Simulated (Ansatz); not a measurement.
# Quasi-harmonic thermodynamics of GaC (hypothetical, Pm-3m), part 3 of 3

Aim: the lattice, expansion, heat capacity and bulk modulus of GaC (hypothetical) as it warms. The compound is hypothetical: it was made by swapping elements on a known structure type.

Ansatz 0.2.0; DFT PBEsol, scalar-relativistic, plane waves, PAW.

So far. Step 2 (Probe on a coarse mesh): The start is under -17 GPa at this level and looks like a metal on this mesh. Step 5 (Tight relaxation): The residual pressure is -0.0072 GPa, small enough for phonons. The relaxed cell has a = 2.772 Å (conventional setting).

### 8. Phonons of the refused cell

The study refused this cell, so its phonons are run alone to see which modes are imaginary.

Contents of input.yaml:

```yaml
crystal:
  lattice:
    - [2.7720378472, 0.0, 0.0]
    - [0.0, 2.7720378472, 0.0]
    - [0.0, 0.0, 2.7720378472]
  atoms:
    - { symbol: Ga, position: [0.0, 0.0, 0.0] }
    - { symbol: C, position: [0.5, 0.5, 0.5] }
kpoints:
  mp_grid: { grid: [16, 16, 16] }
hamiltonian:
  xc: pbesol
scf:
  occupations: { method: methfessel_paxton, width: 0.15 }
output:
  eigenvalues: true
phonons:
  method: dfpt
  qmesh: [4, 4, 4]
  temperatures: { t_max: 1000, t_step: 50 }
  qpath:
    path:
      - [[0.0, 0.0, 0.0], [0.0, 0.5, 0.0], [0.5, 0.5, 0.0], [0.0, 0.0, 0.0], [0.5, 0.5, 0.5], [0.0, 0.5, 0.0]]
      - [[0.5, 0.5, 0.5], [0.5, 0.5, 0.0]]
    npoints: 10
```

Launch:

```sh
$ ansatz run input.yaml --threads 4 --pin off --max-ram 8192MiB --backend cpu --events-out ev --progress --plain --runs-dir out
```

Numbers of over 12 decimals in the logs are rounded to 6 here.

Output:

```text
[...]
Crystal: 2 atoms, lattice volume = 21.301 Å³
Basis set: ecut = 420 eV, 437 PW (Γ), exchange–correlation on 40×40×40 points (8 copies of the dense FFT grid, shifted against one another)
Bands: 13, of which v1, the nominal top of the filled ones, is band 9 counted from 1 (8 counted from 0)
Symmetry: 48 space group operations
k-points: 165 of 4096
[...]
SCF iter   1: F=—  HF=-3986.151511 eV  |F-HF|=—  |Δ(HF+E_count)|=         —  Δρ=1.64e-2  dr2=6.83e-2  ethr=1.77e-3  ⟨swp⟩=4.7  Hψ=10675  notcnv=0
[...]
SCF iter   8: F=-3986.133002 eV  HF=-3986.133002 eV  |F-HF|=9.09e-13  |Δ(HF+E_count)|=  4.32e-11  S|Δr|=    0.00e0  Δρ=1.60e-8  dr2=3.60e-14  ethr=1.00e-12  ⟨swp⟩=5.4  Hψ=8141  notcnv=0
SCF 1 converged in 8 iterations: F = -3986.133002 eV  dr2 = 3.60e-14
[...]
phonons: the bands overlap, so this run is a metal and interpolates without the dipole-dipole term. If the crystal is really an insulator or semiconductor, its LO-TO splitting is missing
NSCF: frozen V_eff on 165 k-points
[...]
DFPT response loops at q = (0, 0, 0) (fractional): preconditioner auto → Kerker (q_TF=auto, 2.628 Å⁻¹) (partly filled bands, converged f_vac=0.000); β = 1.00, the filter's whole step (`scf.mixing.beta` (0.50) is not read by the response loops under this deck's `scf.mixing.preconditioner`; to damp them name `kerker` or `kerker_dos`, under which they read `scf.mixing.beta`, and type it under 1.00, their step now; both keys bind the ground state too); Broyden in place of MSR1
[...]
SCF converged after 8 iterations
[...]
Free energy (F): -3986.133002 eV
[...]
Internal energy: -3986.133436 eV  (E = F + TS)
E sigma→0 (E₀):  -3986.133111 eV
Entropy (-TS):   0.000434 eV (0.217 meV/atom)
Fermi energy:    12.449258 eV
[...]
--- Band table (eV; the first three rows and the last of 165) ---
  k-point 0: bands = [... 5 lower, -2.3687, 12.1110, 12.1110, 12.1110, 13.7728, 21.2132, 21.2132, 26.4314]
  k-point 1: bands = [... 5 lower, -2.3682, 11.4153, 12.1672, 12.1672, 14.2154, 21.2779, 21.4164, 26.2829]
  k-point 2: bands = [... 5 lower, -2.3666, 10.1142, 12.3317, 12.3317, 14.8432, 21.4724, 21.7983, 25.8494]
  k-point 164: bands = [... 5 lower, 5.2910, 10.0729, 10.0729, 10.0729, 13.2460, 13.2460, 13.2460, 14.6771]
--- Phonons (Γ-DFPT): 2 representative perturbations + reference (Σ response iterations 7) ---
  ASR residual: 5.202e-6 → 0.000e0 eV/Å²; symmetrization residual: 2.859e-6 eV/Å²
  ASR residual per site (eV/Å²): 3.54e-7 5.20e-6
  Γ frequencies (cm⁻¹): -137.38 -137.38 -137.38 0.00 0.00 0.00
--- Phonons (arbitrary-q DFPT): 10 irreducible q on the 4×4×4 mesh ---
  q = [0.0000, 0.0000, 0.0000] (star 1, of the zone-centre solve; hermiticity 8.04e-6, symmetrization 8.05e-12): -137.38 -137.38 -137.38 -0.00 -0.00 0.00
  q = [0.0000, 0.0000, 0.2500] (star 6, 4 solved perturbations in 4032 linear systems a pass and spin channel, the states on 1296 of 4096 k-point pairs; hermiticity 1.90e-7, symmetrization 1.32e-12): -191.34 -191.34 -165.02 -51.19 -51.19 138.78
[...]
q = [0.0000, 0.2500, -0.5000] (star 12, 6 solved perturbations on 1296 of 4096 k-point pairs; hermiticity 2.29e-7, symmetrization 4.32e-10): -425.39 -314.17 -98.01 115.12 192.35 234.21
[...]
sum rule: each row above includes the acoustic sum rule's correction from the zone centre's row sums; it moved no ω² by more than (0.34 cm⁻¹)²
  mesh force constants: q→R imaginary residual 3.54e-19; ASR residual 5.202e-6 → 0.000e0 eV/Å²; symmetrization residual 2.665e-15 eV/Å²
  interpolated dispersion: 62 rows × 6 modes
  density of states and harmonic sums: on the 24×24×24 q-mesh, interpolated from the force constants of a 4×4×4 supercell (no non-analytic term)
  largest difference from the sums on the solved wave vectors: F 3.25e-2 eV, S 3.41e-5 and C_V 1.41e-5 eV/K
  zero-point energy: 0.024594 eV/cell   skipped modes (ω ≤ 0): 1423, of them read as no rigid motion or as one in doubt: 1420 (3.106e0 modes/cell left out, lowest -565.47 cm⁻¹)   left out of the sums: 5.18e-1 of the cell's modes: C_V's classical limit lies that fraction below 3 k_B per atom; for a crystal, a wire or a layer, F and S can be off by more, and a phonons.interpolated_qmesh denser along its periods is the remedy for the sampling
```

It took 2.9 min on 4 threads of Arm Neoverse V2, shared host; peak memory 1.9 GiB.

Numbers from this step:

```yaml
gamma_frequencies: -137.4, -137.4, -137.4, 0, 0, 0 cm⁻¹ (negative: imaginary)
lowest_frequency_on_the_path: -564.1 cm⁻¹
point_group: m-3m
highest_frequency: 240.1 cm⁻¹
```

No LO-TO term. Phonon branches along the path, in cm⁻¹:

```csv
point,branch 1,branch 2,branch 3,branch 4,branch 5,branch 6
Γ,-137,-137,-137,0,0,0
halfway,-191,-191,-165,-51,-51,139
X,-328,-328,-71,-71,182,239
halfway,-425,-314,-98,115,192,234
M,-452,-114,178,178,201,201
halfway,-347,-273,-194,-78,121,133
Γ,-137,-137,-137,0,0,0
halfway,-357,-233,-233,115,115,117
R,-250,-250,-250,175,175,175
halfway,-375,-351,98,106,185,191
X,-328,-328,-71,-71,182,239
jump to R,-250,-250,-250,175,175,175
halfway,-560,88,124,124,176,176
M,-452,-114,178,178,201,201
```

The phonon branches as a text plot (rows in cm⁻¹):

```
    223 |      ********                              *****
    190 |      ***********                    *******************
    156 |    **      ** *****              ***  ****      **
    123 |   *       *    *   **         ***        *        **
     89 |  *  *    *          **     ***            **       *
     56 | *       *   *         *   ***              *
     22 |*                       * *                  *
    -11 |**              *       **
    -45 |  ***                 **                 *    *    *
    -78 |     ******       ****                         **    *
   -112 |    *      *******                                    **
   -145 |***                    *****                      *
   -179 | ***        *    *******                *
   -212 |                      *    ****
   -246 |    *             **           ***   ***         *
   -279 |     *     *        **      **    ***  *         *
   -313 |      **                          **    *       *
   -346 |        ***         *         ****      ********
   -380 |         *                               *****
   -413 |          *       **
   -447 |           *******                                *
   -480 |                                                       *
   -514 |                                                   *  *
   -547 |                                                    **
         Γ      X      M          Γ            R        X|R     M
```

Tetrahedra on 24 24 24, mean over bins of 10 cm⁻¹. Phonon density of states against wavenumber; read off at these points:

```csv
wavenumber (cm⁻¹),phonon density of states (1/cm⁻¹/cell)
-565,3.0e-5
-545,5.4e-4
-525,9.2e-4
-495,0.00159
-475,0.00239
-455,0.00478
-435,0.00441
-415,0.00465
-385,0.00633
-365,0.00643
-345,0.00774
-325,0.00798
-305,0.00735
-285,0.00765
-265,0.00884
-255,0.00755
-235,0.00507
-215,0.00455
-195,0.0059
-175,0.00712
-145,0.00512
-125,0.00293
-105,0.00692
-85,0.00889
-65,0.0116
-35,0.00621
-15,0.00468
5,0.00444
25,0.00471
45,0.00618
65,0.00837
95,0.0111
115,0.0131
135,0.0161
155,0.0213
175,0.0370
205,0.00599
225,0.00381
245,2.0e-5
```

No LO-TO term. Modes at Γ, with each element's share of the kinetic energy (negative means imaginary):

```csv
mode,frequency (cm⁻¹),symmetry,Ga %,C %
1,-137.4,T1u,15,85
2,-137.4,T1u,15,85
3,-137.4,T1u,15,85
4,0.0,T1u,85,15
5,0.0,T1u,85,15
6,0.0,T1u,85,15
```

Displacements in mode 2 (-137.4 cm⁻¹), the largest set to 1:
```
Ga1  0.00  0.00 -0.17
C2   0.00 -0.02  1.00
```

Lowest modes at the softest wavevector of the mesh; phase exp(i q.(R + tau)). The modes at q = (0.250, 0.500, 0.500) (shares of kinetic energy by element, %) (negative means imaginary):

```csv
mode,frequency (cm⁻¹),Ga %,C %
1,-559.9,0,100
2,88.3,100,0
3,123.8,8,92
4,123.8,8,92
5,176.1,92,8
6,176.1,92,8
```

Displacements in mode 1 (-559.9 cm⁻¹), the largest set to 1, in the home cell:
```
Ga1  0.00  0.00  0.00
C2  -1.00  0.00  0.00
```

Displacements in mode 3 (123.8 cm⁻¹), the largest set to 1, in the home cell (x, y, z of the real part, then of the imaginary part):
```
Ga1  0.00  0.09  0.01  0.00 -0.09 -0.01
C2   0.00 -0.07 -1.00  0.00 -0.02 -0.01
```

The modes has structure finer than the step of the table below, so its rows give means over 25 cm⁻¹, whole bins alone (the curve runs from -569 to 254 cm⁻¹). Peaks (cm⁻¹: height): C -341.1: 0.00853, -273.8: 0.00931, -196.2: 0.00778, -82.4: 0.00324, 93.5: 0.00254, 140.1: 0.00468, 202.2: 0.00592; Ga -66.9: 0.0115, 176.3: 0.0303.

Phonopy on the run's constants, 21x21x21 mesh, Gaussian sigma 5.9 cm⁻¹. The modes by wavenumber; means over each step; values in 1/cm⁻¹/cell:

```csv
wavenumber (cm⁻¹),C,Ga
-550,4.9e-4,0
-525,9.4e-4,0
-500,0.00155,0
-475,0.00249,0
-450,0.00444,0
-425,0.00451,1.5e-6
-400,0.00506,1.0e-5
-375,0.00646,2.2e-5
-350,0.00755,2.8e-5
-325,0.00793,3.0e-5
-300,0.00729,3.2e-5
-275,0.00826,5.4e-5
-250,0.00654,5.3e-5
-225,0.00417,3.6e-5
-200,0.00696,7.9e-5
-175,0.00639,1.0e-4
-150,0.00449,1.6e-4
-125,0.00303,5.0e-4
-100,0.00269,0.00543
-75,0.00214,0.00984
-50,5.4e-4,0.00925
-25,4.0e-4,0.00389
0,1.2e-4,0.00136
25,5.2e-4,0.00377
50,0.00111,0.00648
75,0.00162,0.00838
100,0.00192,0.00972
125,0.00263,0.0121
150,0.00382,0.0170
175,0.00420,0.0261
200,0.00545,0.00554
225,0.00359,9.0e-5
```

The lowest solved frequency is -560 cm⁻¹, so the cell is unstable here and gives no valid free energy.

### 9. Results

| Item | Value |
| --- | --- |
| lowest frequency at the solved wavevectors | -560 cm⁻¹ |

With imaginary harmonic modes at the relaxed cell the quasi-harmonic free energy is undefined, so no expansion is obtained for this phase at this level. The softest solved mode is 560i cm⁻¹ at q = (0.25, -0.5, -0.5), and 10 of 10 solved wavevectors carry a mode beyond 8i cm⁻¹. In a metal soft modes also hang on the k-mesh and the smearing, which were not converged here. The PAW files were made for PBE and are used here under another functional, for which the program regenerates the frozen cores.

[Logs are printed without paths, hosts, clocks, repeated set-up lines and the standing remarks that a program may print on its own settings, such as how far it seeks lower states.]

[Hosts, paths, dates, database ids (printed as entryN), source tags and the programs' standing remarks are cut or masked in the printed files.]

[A step with changed settings may run another functional than the one named; its input shows which.]

[Pressures of single members of a volume series are the stress at the run's cutoff; with an incomplete basis they can lie off −dE/dV of the same runs, and they are not shown converged.]
